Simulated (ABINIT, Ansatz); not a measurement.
## SnF4 (I4/mmm): G0W0 with ABINIT, start to end

Wanted: ground state, empty states, screening and self-energy for SnF4 (I4/mmm).

Program: ABINIT 10.8.3. Level of theory: PBEsol and many-body steps on it, plane waves. Results are calculated unless marked as measured.

Most raw output is cut from this account.

## (1) The starting structure

It takes space group I4/mmm (No. 139, tetragonal). The conventional cell has a = 4.050 Å, b = 4.050 Å, c = 7.930 Å, α = 90.00°, β = 90.00°, γ = 90.00°. Sn has 6 F at 1.88 to 2.03 Å nearest. F has 1 Sn at 1.88 Å nearest. F has 2 Sn at 2.03 Å nearest. Farther neighbours and most contacts between anions are not listed.

The cell and positions come from the Crystallography Open Database and are kept as given unless a step says otherwise.

## (2) Ground state

This step: ABINIT 10.8.3; DFT, PBEsol, plane waves, norm-conserving pseudopotentials.

The ground-state density comes first.

File run.abi:

```
acell 3*1.0 Angstrom
rprim 
  -2.025000000000 2.025000000000 3.965000000000
  2.025000000000 -2.025000000000 3.965000000000
  2.025000000000 2.025000000000 -3.965000000000
ntypat 2
znucl 50 9
natom 5
typat 1 2 2 2 2
xred 
  0.000000000000 0.000000000000 0.000000000000
  0.237000000000 0.237000000000 0.000000000000
  0.763000000000 0.763000000000 0.000000000000
  0.500000000000 0.000000000000 0.500000000000
  0.000000000000 0.500000000000 0.500000000000
pp_dirpath "pseudos"
pseudos "Sn.upf, F.upf"
ecut 38
ngkpt 8 8 8
nshiftk 1
shiftk 0 0 0
kptopt 1
chksymbreak 0
nband 31
occopt 1
tolvrs 1e-10
nstep 60
prtwf 0
optforces 0
optstress 0
indata_prefix "in"
outdata_prefix "out"
tmpdata_prefix "tmp"
```

Started as:

```
$ OMP_NUM_THREADS=1 mpirun -n 4 abinit run.abi > log
```

It took 2.2 min on 4 MPI ranks of Intel Xeon Platinum 8488C (Sapphire Rapids), shared host; peak memory 0.55 GiB; 8.9 min of CPU time.

Numbers from this step:

* total energy: -8700.7475 eV
* gap: 3.412 eV
* k of the valence top: 0.5, 0.5, 0
* k of the conduction bottom: 0, 0, 0
* least direct gap: 3.650 eV

The gap is indirect, with the least direct gap 0.24 eV higher.

## (3) Bands along the symmetry lines

Levels along a band path, at the cheap level, show where the edges lie and whether the meshes to come will hold them.

File run.abi:

```
acell 3*1.0 Angstrom
rprim 
  -2.025000000000 2.025000000000 3.965000000000
  2.025000000000 -2.025000000000 3.965000000000
  2.025000000000 2.025000000000 -3.965000000000
ntypat 2
znucl 50 9
natom 5
typat 1 2 2 2 2
xred 
  0.000000000000 0.000000000000 0.000000000000
  0.237000000000 0.237000000000 0.000000000000
  0.763000000000 0.763000000000 0.000000000000
  0.500000000000 0.000000000000 0.500000000000
  0.000000000000 0.500000000000 0.500000000000
pp_dirpath "pseudos"
pseudos "Sn.upf, F.upf"
ecut 38
iscf -2
irdden 1
kptopt 0
nkpt 76
kpt 
  0.00000000 0.00000000 0.00000000
  0.00000000 0.00000000 0.06250000
  0.00000000 0.00000000 0.12500000
  0.00000000 0.00000000 0.18750000
  0.00000000 0.00000000 0.25000000
  0.00000000 0.00000000 0.31250000
  0.00000000 0.00000000 0.37500000
  0.00000000 0.00000000 0.43750000
  0.00000000 0.00000000 0.50000000
  0.03125000 0.03125000 0.46875000
  0.06250000 0.06250000 0.43750000
  0.09375000 0.09375000 0.40625000
  0.12500000 0.12500000 0.37500000
  0.15625000 0.15625000 0.34375000
  0.18750000 0.18750000 0.31250000
  0.21875000 0.21875000 0.28125000
  0.25000000 0.25000000 0.25000000
  0.21875000 0.28125000 0.21875000
  0.18750000 0.31250000 0.18750000
  0.15625000 0.34375000 0.15625000
  0.12500000 0.37500000 0.12500000
  0.09375000 0.40625000 0.09375000
  0.06250000 0.43750000 0.06250000
  0.03125000 0.46875000 0.03125000
  0.00000000 0.50000000 0.00000000
  0.00000000 0.43750000 0.00000000
  0.00000000 0.37500000 0.00000000
  0.00000000 0.31250000 0.00000000
  0.00000000 0.25000000 0.00000000
  0.00000000 0.18750000 0.00000000
  0.00000000 0.12500000 0.00000000
  0.00000000 0.06250000 0.00000000
  0.00000000 0.00000000 0.00000000
  0.06250000 0.06250000 -0.06250000
  0.12500000 0.12500000 -0.12500000
  0.18750000 0.18750000 -0.18750000
  0.25000000 0.25000000 -0.25000000
  0.31250000 0.31250000 -0.31250000
  0.37500000 0.37500000 -0.37500000
  0.43750000 0.43750000 -0.43750000
  0.50000000 0.50000000 -0.50000000
  0.47690105 0.52309895 -0.47690105
  0.45380211 0.54619789 -0.45380211
  0.43070316 0.56929684 -0.43070316
  0.40760421 0.59239579 -0.40760421
  0.38450526 0.61549474 -0.38450526
  0.36140631 0.63859369 -0.36140631
  0.33830737 0.66169263 -0.33830737
  0.31520842 0.68479158 -0.31520842
  -0.31520842 0.31520842 0.31520842
  -0.27580737 0.27580737 0.27580737
  -0.23640631 0.23640631 0.23640631
  -0.19700526 0.19700526 0.19700526
  -0.15760421 0.15760421 0.15760421
  -0.11820316 0.11820316 0.11820316
  -0.07880211 0.07880211 0.07880211
  -0.03940105 0.03940105 0.03940105
  0.00000000 0.00000000 0.00000000
  0.00000000 0.00000000 0.50000000
  -0.01630211 0.01630211 0.50000000
  -0.03260421 0.03260421 0.50000000
  -0.04890632 0.04890632 0.50000000
  -0.06520842 0.06520842 0.50000000
  -0.08151053 0.08151053 0.50000000
  -0.09781263 0.09781263 0.50000000
  -0.11411474 0.11411474 0.50000000
  -0.13041684 0.13041684 0.50000000
  0.50000000 0.50000000 -0.13041684
  0.50000000 0.50000000 -0.17661474
  0.50000000 0.50000000 -0.22281263
  0.50000000 0.50000000 -0.26901053
  0.50000000 0.50000000 -0.31520842
  0.50000000 0.50000000 -0.36140631
  0.50000000 0.50000000 -0.40760421
  0.50000000 0.50000000 -0.45380211
  0.50000000 0.50000000 -0.50000000
istwfk *1
nband 32
nbdbuf 2
tolwfr 1e-08
nstep 40
prtwf 0
prtvol 0
indata_prefix "in"
outdata_prefix "out"
tmpdata_prefix "tmp"
```

It took 64 s on 4 MPI ranks; peak memory 0.51 GiB.

This step gave:

* gap: 3.412 eV
* k of the valence top: 0, 0, 0.5
* k of the conduction bottom: 0, 0, 0
* least direct gap: 3.650 eV

The gap is 3.412 eV, as in the run before at this level.

The electronic bands at the labelled points (eV, zero at the top of the highest filled band):

| point | band 22 | band 23 | band 24 | band 25 | band 26 | band 27 | band 28 | band 29 |
| --- | --- | --- | --- | --- | --- | --- | --- | --- |
| Γ | -1.22 | -1.22 | -0.24 | -0.24 | 3.41 | 11.65 | 12.69 | 12.69 |
| halfway | -1.07 | -0.83 | -0.64 | -0.23 | 5.11 | 10.71 | 11.36 | 12.51 |
| X | -1.02 | -0.62 | -0.29 | 0.00 | 7.82 | 8.75 | 9.36 | 11.21 |
| halfway | -1.10 | -0.78 | -0.21 | -0.03 | 7.82 | 8.84 | 9.27 | 11.19 |
| P | -1.11 | -1.11 | -0.10 | -0.10 | 7.83 | 9.05 | 9.05 | 11.16 |
| halfway | -0.97 | -0.90 | -0.31 | -0.23 | 6.57 | 9.24 | 10.95 | 11.51 |
| N | -0.81 | -0.75 | -0.63 | -0.49 | 6.05 | 9.39 | 11.88 | 12.28 |
| halfway | -1.05 | -0.87 | -0.48 | -0.37 | 4.49 | 11.02 | 12.19 | 12.48 |
| Γ | -1.22 | -1.22 | -0.24 | -0.24 | 3.41 | 11.65 | 12.69 | 12.69 |
| halfway | -1.13 | -1.13 | -0.20 | -0.20 | 4.07 | 10.77 | 12.93 | 12.93 |
| M | -1.04 | -1.04 | -0.16 | -0.16 | 4.59 | 10.43 | 12.56 | 13.20 |
| halfway | -1.05 | -0.98 | -0.25 | -0.17 | 4.92 | 10.61 | 11.59 | 12.93 |
| S | -1.03 | -0.83 | -0.49 | -0.25 | 5.79 | 10.02 | 11.12 | 12.46 |
| jump to S0 | -1.03 | -0.83 | -0.49 | -0.25 | 5.79 | 10.02 | 11.12 | 12.46 |
| halfway | -0.99 | -0.73 | -0.70 | -0.45 | 4.84 | 10.64 | 12.34 | 12.72 |
| Γ | -1.22 | -1.22 | -0.24 | -0.24 | 3.41 | 11.65 | 12.69 | 12.69 |
| jump to X | -1.02 | -0.62 | -0.29 | 0.00 | 7.82 | 8.75 | 9.36 | 11.21 |
| halfway | -1.08 | -0.61 | -0.31 | -0.01 | 7.44 | 9.13 | 9.51 | 11.19 |
| R | -1.23 | -0.59 | -0.39 | -0.03 | 6.82 | 9.76 | 9.94 | 11.14 |
| jump to G | -1.23 | -0.59 | -0.39 | -0.03 | 6.82 | 9.76 | 9.94 | 11.14 |
| halfway | -1.16 | -0.82 | -0.36 | -0.11 | 5.23 | 10.73 | 11.44 | 11.85 |
| M | -1.04 | -1.04 | -0.16 | -0.16 | 4.59 | 10.43 | 12.56 | 13.20 |

## (4) Empty states on the mesh, 4×4×4 mesh, 227 bands

The sums over transitions need many empty states on a uniform mesh; this step solves for them.

File run.abi:

```
acell 3*1.0 Angstrom
rprim 
  -2.025000000000 2.025000000000 3.965000000000
  2.025000000000 -2.025000000000 3.965000000000
  2.025000000000 2.025000000000 -3.965000000000
ntypat 2
znucl 50 9
natom 5
typat 1 2 2 2 2
xred 
  0.000000000000 0.000000000000 0.000000000000
  0.237000000000 0.237000000000 0.000000000000
  0.763000000000 0.763000000000 0.000000000000
  0.500000000000 0.000000000000 0.500000000000
  0.000000000000 0.500000000000 0.500000000000
pp_dirpath "pseudos"
pseudos "Sn.upf, F.upf"
ecut 38
ngkpt 4 4 4
nshiftk 1
shiftk 0 0 0
kptopt 1
chksymbreak 0
irdden 1
istwfk *1
nband 227
prtvol 0
optdriver 6
gwr_task "HDIAGO"
paral_kgb 0
occopt 1
indata_prefix "in"
outdata_prefix "out"
tmpdata_prefix "tmp"
```

Run time: 4.3 min. Hardware: 4 MPI ranks; peak memory 5.5 GiB.

This step gave:

- gap: 3.412 eV
- k of the valence top: 0.5, 0.5, 0
- k of the conduction bottom: 0, 0, 0
- least direct gap: 3.650 eV
- k points computed: 13
- lowest point of the top converged band, above the valence top: 115.5624 eV

On this mesh the gap is 3.412 eV.

## (5) Screening, 4×4×4 mesh, 104 bands, screening to 141.5 eV

The RPA dielectric matrix is built and inverted for each q.

This step: RPA screening on PBEsol, plane waves, norm-conserving pseudopotentials.

Edit run.abi of step 4 so:

```diff
@@ -23,10 +23,11 @@
 chksymbreak 0
-irdden 1
 istwfk *1
-nband 227
-prtvol 0
-optdriver 6
-gwr_task "HDIAGO"
-paral_kgb 0
 occopt 1
+irdwfk 1
+optdriver 3
+nband 104
+ecuteps 5.2
+inclvkb 2
+awtr 1
+symchi 1
 indata_prefix "in"
```

Run time: 5 min. Hardware: 4 MPI ranks; peak memory 3.9 GiB.

This step gave:

- ε∞ with local fields, on this mesh, along the program's q direction: 2.388
- the same without local fields: 2.501
- plasma frequency: 32.56 eV
- plane waves in the screening matrix: 251

Local fields lower ε∞ by 4 %.

## (6) Self-energy, 4×4×4 mesh, 104 bands, screening to 141.5 eV

The self-energy is evaluated for the states that the input lists, and the levels follow from it, in one-shot runs by the linearised quasiparticle equation.

This step: G0W0 on PBEsol, plane waves, norm-conserving pseudopotentials.

Edit run.abi of step 5 so:

```diff
@@ -26,8 +26,17 @@
 irdwfk 1
-optdriver 3
+optdriver 4
 nband 104
+gwcalctyp 0
+ecutsigx 38
+symsigma 1
+nkptgw 2
+kptgw 
+  0.5000000000 0.5000000000 0.0000000000
+  0.0000000000 0.0000000000 0.0000000000
+bdgw 
+  24 27
+  24 27
 ecuteps 5.2
-inclvkb 2
-awtr 1
-symchi 1
+irdscr 1
+ppmodel 1
 indata_prefix "in"
```

Wall time 21 s (4 MPI ranks); peak memory 3.2 GiB.

Numbers from this step:

- G0W0 gap on the points computed: 7.137 eV
- starting gap on the mesh: 3.412 eV
- k of the valence top: 0.5, 0.5, 0
- k of the conduction bottom: 0, 0, 0
- Z at the valence top: 0.807
- Z at the conduction bottom: 0.863
- least direct G0W0 gap on the computed points: 7.379 eV

The gap on the mesh goes from 3.41 eV to 7.14 eV, a correction of +3.72 eV.

Limits: finite bands, cutoff and mesh; no spin-orbit coupling. v1 is the top filled band, c1 the lowest empty one. The levels before and after the correction (eV, zero at the valence-band top of each column):

|  | conduction bottom | valence top |
| --- | --- | --- |
| Kohn-Sham | 3.41 | 0.00 |
| G0W0 | 7.14 | 0.00 |

|  | level | energy (eV) |
| --- | --- | --- |
| Kohn-Sham | (0.5 0.5 0) v2 | -0.286 |
| Kohn-Sham | (0.5 0.5 0) v1 | 0.000 |
| Kohn-Sham | (0.5 0.5 0) c1 | 7.825 |
| Kohn-Sham | (0.5 0.5 0) c2 | 8.749 |
| Kohn-Sham | Γ v2-v1 | -0.238 |
| Kohn-Sham | Γ c1 | 3.412 |
| Kohn-Sham | Γ c2 | 11.645 |
| G0W0 | (0.5 0.5 0) v2 | -0.318 |
| G0W0 | (0.5 0.5 0) v1 | 0.000 |
| G0W0 | (0.5 0.5 0) c1 | 12.589 |
| G0W0 | (0.5 0.5 0) c2 | 12.590 |
| G0W0 | Γ v2-v1 | -0.242 |
| G0W0 | Γ c1 | 7.137 |
| G0W0 | Γ c2 | 15.131 |

## (7) Where the time went

Times are wall times on 4 MPI ranks of Intel Xeon Platinum 8488C (Sapphire Rapids), shared host, good to a factor of about two.

| step | time | share | memory (GiB) |
| --- | --- | --- | --- |
| ground state | 2.2 min | 17 % | 0.55 |
| bands along the symmetry lines | 64 s | 8 % | 0.51 |
| empty states on the mesh | 4.3 min | 33 % | 5.5 |
| screening | 5 min | 39 % | 3.9 |
| self-energy | 21 s | 3 % | 3.2 |

## (8) Outcome

```json
{
  "PBEsol gap": "3.41 eV, indirect",
  "G0W0 gap on the mesh": "7.14 eV",
  "GW settings": "4×4×4 mesh, 104 bands, screening to 141.5 eV, Godby-Needs plasmon pole",
  "known limits": "not at the basis limit; no spin-orbit coupling"
}
```

What this shows: G0W0 moves the gap on the mesh from 3.41 eV to 7.14 eV (+3.72 eV), with Z of 0.81 and 0.86 at the edges. Local fields lower the RPA ε∞ on this mesh from 2.50 to 2.39. Only 2 of the mesh's irreducible points were corrected, so a valley elsewhere could overtake. Bands and cutoff are finite, so the gap is not at the basis limit. The miss can reach some tenths of an eV and take either sign; the mesh is an error of its own. In the G0W0 run levels were corrected at 2 k points alone, so a gap called «on the mesh» is the least over those, and an edge elsewhere would be missed. The many-body steps are scalar-relativistic: spin-orbit coupling is not in them.

[Paths, hosts, dates, memory and timing lines, banners, echoed tables and standing remarks are left out of the program output.]

[Logs are printed without paths, hosts, clocks, repeated set-up lines and the standing remarks that a program may print on its own settings, such as how far it seeks lower states.]

[Runs of the session that timed out or met a known fault of the program may be left out.]

[Hosts, paths, dates, database ids (printed as entryN), source tags and the programs' standing remarks are cut or masked in the printed files.]

[G0W0 gaps are taken among the corrected bands and points alone; a level outside them can change the order at an edge.]

[Where Ansatz stands beside ABINIT at settings called matched, ABINIT's density can come from a denser mesh and the files from another edition; pairs whose starting gaps differed by over 0.03 eV were left out, so agreement reads better than it is.]
